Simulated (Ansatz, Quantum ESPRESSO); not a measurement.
# Preparing Rb2MoO2F4 (Ama2) as a host crystal, part 2 of 3

Aim: the runs on the perfect crystal Rb2MoO2F4 (Ama2) that a defect calculation needs first.

Ansatz 0.2.0; plane-wave PAW DFT, PBEsol; relaxation of the host's cell and atoms (the session's first sound run).

So far: Set-up; Host cell relaxation. The relaxed cell has a, b, c = 7.054, 14.147, 6.031 Å (conventional setting).

## 3. Dielectric tensors of the host

The response to a uniform electric field gives the electronic dielectric tensor.

This step: plane-wave PAW DFPT, PBEsol; dielectric tensors, Born charges and zone-centre modes of the host (Ansatz 0.2.0).

eps/input.yaml reads:

```yaml
crystal:
  lattice:
    - [7.0544998893, 0.0, 0.0]
    - [0.0, 7.0735358081, 3.015663324]
    - [0.0, -7.0735358081, 3.015663324]
  atoms:
    - { symbol: Rb, position: [0.75, 0.5422403094, 0.4451846439] }
    - { symbol: Rb, position: [0.25, 0.4451846439, 0.5422403094] }
    - { symbol: Rb, position: [0.75, 0.2124044069, 0.7544283812] }
    - { symbol: Rb, position: [0.25, 0.7544283812, 0.2124044069] }
    - { symbol: Mo, position: [0.75, 0.8879158619, 0.1192508106] }
    - { symbol: Mo, position: [0.25, 0.1192508106, 0.8879158619] }
    - { symbol: O, position: [0.0610875238, 0.3023093473, 0.0692242029] }
    - { symbol: O, position: [0.9389124762, 0.0692242029, 0.3023093473] }
    - { symbol: O, position: [0.5610875238, 0.0692242029, 0.3023093473] }
    - { symbol: O, position: [0.4389124762, 0.3023093473, 0.0692242029] }
    - { symbol: F, position: [0.75, 0.967187524, 0.9338095235] }
    - { symbol: F, position: [0.25, 0.9338095235, 0.967187524] }
    - { symbol: F, position: [0.9303850657, 0.6154909985, 0.8614254862] }
    - { symbol: F, position: [0.0696149343, 0.8614254862, 0.6154909985] }
    - { symbol: F, position: [0.4303850657, 0.8614254862, 0.6154909985] }
    - { symbol: F, position: [0.5696149343, 0.6154909985, 0.8614254862] }
    - { symbol: F, position: [0.75, 0.7162099023, 0.2214675662] }
    - { symbol: F, position: [0.25, 0.2214675662, 0.7162099023] }
basis:
  ecutwfc: 420
hamiltonian:
  xc: pbesol
kpoints:
  mp_grid: { grid: [4, 5, 5] }
scf:
  occupations: { method: fixed }
  max_iter: 100
phonons:
  method: dfpt
  dielectric: true
  rigid_motions: translations
```

Launch:

```
$ ansatz run input.yaml --threads 8 --pin off --max-ram 14131MiB --backend cpu --events-out ev --progress --plain --runs-dir out
```

Numbers of over 12 decimals in the logs are rounded to 6 here.

What it wrote:

```text
[...]
Crystal: 18 atoms, lattice volume = 300.965 Å³
Basis set: ecut = 420 eV, 5891 PW (Γ), exchange–correlation on 96×108×108 points (8 copies of the dense FFT grid, shifted against one another)
Bands: 90, of which v1, the nominal top of the filled ones, is band 72 counted from 1 (71 counted from 0)
Symmetry: 4 space group operations
k-points: 51 of 100 (irreducible under 1 space group operation, time reversal used)
[...]
SCF iter   1: F=—  HF=-31323.996273 eV  |F-HF|=—  |Δ(HF+E_count)|=         —  Δρ=1.20e-2  dr2=2.97e-1  ethr=1.77e-3  ⟨swp⟩=5.0  Hψ=15812  notcnv=0  defer=807
[...]
SCF iter  13: F=-31323.926112 eV  HF=-31323.926112 eV  |F-HF|=3.64e-12  |Δ(HF+E_count)|=  2.91e-11  Δρ=4.54e-8  dr2=7.38e-12  ethr=1.00e-12  ⟨swp⟩=14.9  Hψ=32089  notcnv=0
SCF 1 converged in 13 iterations: F = -31323.926112 eV  dr2 = 7.38e-12
[...]
NSCF: frozen V_eff on 8 k-points
DFPT response loops at Γ: preconditioner auto → Resta (q_TF=auto, 2.413 Å⁻¹)  ε∞=4.2 (no band partly filled); β = 1.00, the filter's whole step (`scf.mixing.beta` (0.50) is not read by the response loops at its default; [...]
SCF converged after 13 iterations
Free energy (F): -31323.926112 eV
[...]
Internal energy: -31323.926112 eV  (E = F + TS)
E sigma→0 (E₀):  -31323.926112 eV
Fermi energy:    3.269013 eV
[...]
--- Band table (eV; the first three rows and the last of 51) ---
[...]
[... further k-points left out ...]
--- Phonons (Γ-DFPT): 21 representative perturbations + reference, on 51 of 100 k-points (Σ response iterations 87) ---
  k mesh reduced under 1 symmetry operation, with k and −k counted as one. Each operation leaves every solved perturbation unchanged. A smaller set is not considered because the run solves the response to a homogeneous field
  ASR residual: 9.021e-5 → 0.000e0 eV/Å²; symmetrization residual: 7.231e-6 eV/Å²
  ASR residual per site (eV/Å²): 3.83e-5 3.83e-5 9.02e-5 9.02e-5 5.52e-5 5.52e-5 1.17e-5 1.17e-5 1.17e-5 1.17e-5 2.33e-5 2.33e-5 1.57e-5 1.57e-5 1.57e-5 1.57e-5 3.20e-5 3.20e-5
  Γ frequencies (cm⁻¹): 0.00 0.00 0.00 29.86 47.10 50.08 51.45 55.68 58.92 65.29 67.37 68.82 76.05 76.50 81.53 86.21 87.17 89.36 89.86 90.35 96.81 100.45 104.98 109.82 147.01 147.93 166.82 191.73 212.71 214.98 243.06 258.24 271.04 281.38 283.81 294.19 295.50 [...]
  ε∞ (high-frequency dielectric tensor):
        2.653372     0.000000     0.000000
        0.000000     2.439472     0.000000
        0.000000     0.000000     2.573116
  ε⁰ (static dielectric tensor: ions relaxed, cell fixed):
        9.706336     0.000000     0.000000
        0.000000     8.679506    -0.000000
        0.000000    -0.000000     7.239084
  ε⁰ − ε∞ (ionic part):
        7.052963     0.000000     0.000000
        0.000000     6.240034    -0.000000
        0.000000    -0.000000     4.665968
  softest optical mode at Γ: 29.86 cm⁻¹; the repairs (sum rule, projections) moved no ω² at Γ by more than (2.70 cm⁻¹)²
  Born effective charges Z* (e; rows j = field, columns β = displacement):
    site 0:
         1.32037    0.00000    0.00000
         0.00000    1.33027   -0.06719
         0.00000   -0.01689    1.52010
    site 1:
         1.32037    0.00000    0.00000
         0.00000    1.33027    0.06719
         0.00000    0.01689    1.52010
    site 2:
         1.27441    0.00000    0.00000
        -0.00000    1.35604    0.04996
         0.00000    0.04597    1.23326
    site 3:
         1.27441    0.00000    0.00000
         0.00000    1.35604   -0.04996
         0.00000   -0.04597    1.23326
    site 4:
         4.64735    0.00000    0.00000
        -0.00000    4.42026   -0.05759
         0.00000   -0.10905    4.22130
    site 5:
         4.64735    0.00000    0.00000
         0.00000    4.42026    0.05759
         0.00000    0.10905    4.22130
    site 6:
        -1.80993    0.03625    0.86485
        -0.00334   -0.82250    0.02259
         0.82159    0.00020   -1.26918
    site 7:
        -1.80993    0.03625   -0.86485
        -0.00334   -0.82250   -0.02259
        -0.82159   -0.00020   -1.26918
    site 8:
        -1.80993   -0.03625    0.86485
         0.00334   -0.82250   -0.02259
         0.82159   -0.00020   -1.26918
    site 9:
        -1.80993   -0.03625   -0.86485
         0.00334   -0.82250    0.02259
        -0.82159    0.00020   -1.26918
    site 10:
        -0.50030    0.00000    0.00000
[...]
site 11:
[...]
site 12:
[...]
site 13:
[...]
site 14:
[...]
site 15:
[...]
site 16:
[...]
site 17:
[...]
Z* charge neutrality: 1.208e-5 e pre-enforcement
  k-mesh period / interband length: 28.2 Å / 1.03 Å = 27.43 at k = (0.0000, 0.0000, 0.0000), direct gap 3.584 eV — 14 or more, which is no proof of convergence
  optical modes at Γ without the LO–TO term, one row a degenerate level:
      ω (cm⁻¹)  modes    IR ((D/Å)²/amu)
[...]
optical modes at Γ + LO–TO along q̂ = [1.0000, 0.0000, 0.0000]:
      ω (cm⁻¹)  modes    IR ((D/Å)²/amu)
[...]
optical modes at Γ + LO–TO along q̂ = [0.0000, 1.0000, 0.0000]:
      ω (cm⁻¹)  modes    IR ((D/Å)²/amu)
[...]
optical modes at Γ + LO–TO along q̂ = [0.0000, 0.0000, 1.0000]:
      ω (cm⁻¹)  modes    IR ((D/Å)²/amu)
[...]
387.81      1             5.6122
        390.53      1             0.0000
        441.82      1             0.1149
        450.22      1             6.2651
        533.50      1            14.6648
        551.70      1             5.0122
        592.26      1             9.4239
        598.68      1             7.2032
        880.76      1            31.2207
        892.06      1             0.0000
        923.39      1             0.0003
        944.87      1            17.6199
```

Wall time 18 min (8 threads of Arm Neoverse V1, shared host); peak memory 5.7 GiB.

Electronic dielectric tensor:

```
2.65 0.00 0.00
0.00 2.44 0.00
0.00 0.00 2.57
```

Static dielectric tensor:

```
9.71 0.00 0.00
0.00 8.68 0.00
0.00 0.00 7.24
```

The principal values of the electronic dielectric tensor are 2.44, 2.57 and 2.65. The principal values of the static dielectric tensor are 7.24, 8.68 and 9.71.

## 4. Defect free supercell on its symmetric sites

This cell, the one that will hold the defects, is built from the relaxed host. It is run at the k-points of the defect runs; forces that show here come from the change of settings, chiefly the coarser sampling.

This step: plane-wave PAW DFT, PBEsol; single point of the defect-free supercell (Ansatz 0.2.0).

System of this step: Rb2MoO2F4. The structure is orthorhombic, space group Ama2 (No. 40). The conventional cell has a = 7.054 Å, b = 14.147 Å, c = 6.031 Å, α = 90.00°, β = 90.00°, γ = 90.00°. Nearest to Rb lie 7 F at 2.79 to 3.31 Å and 4 O at 3.03 to 3.27 Å. Nearest to Rb lie 9 F at 2.89 to 3.54 Å and 4 O at 2.97 to 3.13 Å. Nearest to Mo lie 2 O at 1.73 Å and 4 F at 1.90 to 2.05 Å. Mo has 2 O at 1.73 Å and 4 F at 1.90 to 2.05 Å nearest. Farther neighbours and most contacts between anions are not listed.

pristine.point/input.yaml reads:

```yaml
crystal:
  lattice:
    - [0.0, 0.0, 12.0626532959]
    - [-7.0544998893, 0.0, 0.0]
    - [0.0, -7.0735358081, -3.015663324]
  atoms:
    - { symbol: Rb, position: [0.222592322, 0.25, 0.9029443345] }
    - { symbol: Rb, position: [0.2711201547, 0.75, 0.0970556655] }
    - { symbol: Rb, position: [0.3772141906, 0.25, 0.5420239743] }
    - { symbol: Rb, position: [0.1062022034, 0.75, 0.4579760257] }
    - { symbol: Mo, position: [0.0596254053, 0.25, 0.2313349487] }
    - { symbol: Mo, position: [0.443957931, 0.75, 0.7686650513] }
    - { symbol: O, position: [0.0346121014, 0.9389124762, 0.7669148556] }
    - { symbol: O, position: [0.1511546736, 0.0610875238, 0.2330851444] }
    - { symbol: O, position: [0.1511546736, 0.4389124762, 0.2330851444] }
    - { symbol: O, position: [0.0346121014, 0.5610875238, 0.7669148556] }
    - { symbol: F, position: [0.4669047618, 0.25, 0.9666219995] }
    - { symbol: F, position: [0.483593762, 0.75, 0.0333780005] }
    - { symbol: F, position: [0.4307127431, 0.0696149343, 0.2459344877] }
    - { symbol: F, position: [0.3077454992, 0.9303850657, 0.7540655123] }
    - { symbol: F, position: [0.3077454992, 0.5696149343, 0.7540655123] }
    - { symbol: F, position: [0.4307127431, 0.4303850657, 0.2459344877] }
    - { symbol: F, position: [0.1107337831, 0.25, 0.5052576639] }
    - { symbol: F, position: [0.3581049512, 0.75, 0.4947423361] }
    - { symbol: Rb, position: [0.722592322, 0.25, 0.9029443345] }
    - { symbol: Rb, position: [0.7711201547, 0.75, 0.0970556655] }
    - { symbol: Rb, position: [0.8772141906, 0.25, 0.5420239743] }
    - { symbol: Rb, position: [0.6062022034, 0.75, 0.4579760257] }
    - { symbol: Mo, position: [0.5596254053, 0.25, 0.2313349487] }
    - { symbol: Mo, position: [0.943957931, 0.75, 0.7686650513] }
    - { symbol: O, position: [0.5346121014, 0.9389124762, 0.7669148556] }
    - { symbol: O, position: [0.6511546736, 0.0610875238, 0.2330851444] }
    - { symbol: O, position: [0.6511546736, 0.4389124762, 0.2330851444] }
    - { symbol: O, position: [0.5346121014, 0.5610875238, 0.7669148556] }
    - { symbol: F, position: [0.9669047618, 0.25, 0.9666219995] }
    - { symbol: F, position: [0.983593762, 0.75, 0.0333780005] }
    - { symbol: F, position: [0.9307127431, 0.0696149343, 0.2459344877] }
    - { symbol: F, position: [0.8077454992, 0.9303850657, 0.7540655123] }
    - { symbol: F, position: [0.8077454992, 0.5696149343, 0.7540655123] }
    - { symbol: F, position: [0.9307127431, 0.4303850657, 0.2459344877] }
    - { symbol: F, position: [0.6107337831, 0.25, 0.5052576639] }
    - { symbol: F, position: [0.8581049512, 0.75, 0.4947423361] }
basis:
  ecutwfc: 420
  xc_grid: 2
hamiltonian:
  xc: pbesol
kpoints:
  mp_grid: { grid: [1, 1, 1] }
scf:
  occupations: { method: fermi_dirac, width: 0.01 }
  max_iter: 80
output:
  forces: true
```

What it wrote:

```text
[...]
Crystal: 36 atoms, lattice volume = 601.930 Å³
Basis set: ecut = 420 eV, 11767 PW (Γ), exchange–correlation on 162×96×108 points (8 copies of the dense FFT grid, shifted against one another)
Bands: 180, of which v1, the nominal top of the filled ones, is band 144 counted from 1 (143 counted from 0)
Symmetry: 4 space group operations
[...]
k-points: 1
[...]
SCF iter   1: F=—  HF=-62647.855920 eV  |F-HF|=—  |Δ(HF+E_count)|=         —  Δρ=1.19e-2  dr2=5.85e-1  ethr=1.77e-3  ⟨swp⟩=6.0  Hψ=726  notcnv=0  defer=6
[...]
SCF iter   8: F=-62647.719384 eV  HF=-62647.719384 eV  |F-HF|=1.75e-7  |Δ(HF+E_count)|=   2.05e-6  Δρ=5.71e-6  dr2=2.31e-7  ethr=2.09e-10  ⟨swp⟩=3.0  Hψ=710  notcnv=0
SCF 1 converged in 8 iterations: F = -62647.719384 eV  dr2 = 2.31e-7
[...]
SCF converged after 8 iterations
Free energy (F): -62647.719384 eV
[...]
Internal energy: -62647.719384 eV  (E = F + TS)
E sigma→0 (E₀):  -62647.719384 eV
Fermi energy:    5.001232 eV
[...]
--- Forces (eV/Å), atoms counted from 1 ---
  atom   1  Rb     0.00000000     0.01796989     0.03599247
  atom   2  Rb     0.00000000     0.00012926     0.00472711
  atom   3  Rb     0.00000000    -0.00739405    -0.01977341
  atom   4  Rb     0.00000000     0.02201089    -0.00690403
  atom   5  Mo     0.00000000    -0.05454475    -0.01398841
  atom   6  Mo     0.00000000     0.03319409    -0.00616626
  atom   7  O     -0.00483030     0.01809362    -0.01632001
  atom   8  O     -0.00184906     0.00323770    -0.01135257
  atom   9  O      0.00184906     0.00323770    -0.01135257
  atom  10  O      0.00483030     0.01809362    -0.01632001
  atom  11  F      0.00000000    -0.02207883     0.02249876
  atom  12  F      0.00000000     0.00599832    -0.00864967
  atom  13  F      0.01493881    -0.00391107     0.00822048
  atom  14  F     -0.01767385    -0.00636504     0.00564364
  atom  15  F      0.01767385    -0.00636504     0.00564364
  atom  16  F     -0.01493881    -0.00391107     0.00822048
  atom  17  F      0.00000000     0.03670567    -0.00923231
  atom  18  F     -0.00000000    -0.05408477     0.02915562
  atom  19  Rb     0.00000000     0.01796989     0.03599247
  atom  20  Rb     0.00000000     0.00012926     0.00472711
  atom  21  Rb     0.00000000    -0.00739405    -0.01977341
  atom  22  Rb     0.00000000     0.02201089    -0.00690403
  atom  23  Mo     0.00000000    -0.05454475    -0.01398841
  atom  24  Mo     0.00000000     0.03319409    -0.00616626
  atom  25  O     -0.00483030     0.01809362    -0.01632001
  atom  26  O     -0.00184906     0.00323770    -0.01135257
  atom  27  O      0.00184906     0.00323770    -0.01135257
  atom  28  O      0.00483030     0.01809362    -0.01632001
  atom  29  F      0.00000000    -0.02207883     0.02249876
  atom  30  F      0.00000000     0.00599832    -0.00864967
  atom  31  F      0.01493881    -0.00391107     0.00822048
  atom  32  F     -0.01767385    -0.00636504     0.00564364
  atom  33  F      0.01767385    -0.00636504     0.00564364
  atom  34  F     -0.01493881    -0.00391107     0.00822048
  atom  35  F      0.00000000     0.03670567    -0.00923231
  atom  36  F     -0.00000000    -0.05408477     0.02915562
  max |Σ_I F_I| component: 8.59e-5 eV/Å
```

The job ended after 1.5 s (8 threads; peak memory 0.71 GiB; 9.4 s of CPU time).

Force (size) by element, in eV/Å:

| element | atoms | mean | spread (r.m.s.) | least | largest |
| --- | --- | --- | --- | --- | --- |
| Rb | 8 | 0.0223 | 0.0126 | 0.0047 | 0.0402 |
| Mo | 4 | 0.0450 | 0.0113 | 0.0338 | 0.0563 |
| O | 8 | 0.0184 | 0.0064 | 0.0119 | 0.0248 |
| F | 16 | 0.0269 | 0.0154 | 0.0105 | 0.0614 |

The atoms with the largest values:

| atom | x, y, z (Å) | force (eV/Å) |
| --- | --- | --- |
| F18 | -5.29, -3.50, 2.83 | 0.0000, -0.0541, 0.0292 |
| F36 | -5.29, -3.50, 8.86 | 0.0000, -0.0541, 0.0292 |
| Mo23 | -1.76, -1.64, 6.05 | 0.0000, -0.0545, -0.0140 |
| Mo5 | -1.76, -1.64, 0.02 | 0.0000, -0.0545, -0.0140 |
| Rb19 | -1.76, -6.39, 5.99 | 0.0000, 0.0180, 0.0360 |
| Rb1 | -1.76, -6.39, -0.04 | 0.0000, 0.0180, 0.0360 |
| F35 | -1.76, -3.57, 5.84 | 0.0000, 0.0367, -0.0092 |
| F17 | -1.76, -3.57, -0.19 | 0.0000, 0.0367, -0.0092 |

(Continued in part 3 of 3.)

[Logs are printed without paths, hosts, clocks, repeated set-up lines and the standing remarks that a program may print on its own settings, such as how far it seeks lower states.]

[Hosts, paths, dates, database ids (printed as entryN), source tags and the programs' standing remarks are cut or masked in the printed files.]

[Runs of the host that timed out are not shown.]

[For some hosts the program warned that the k-mesh of the response run may be too coarse for force constants and the static dielectric constant; such warnings are not always shown.]
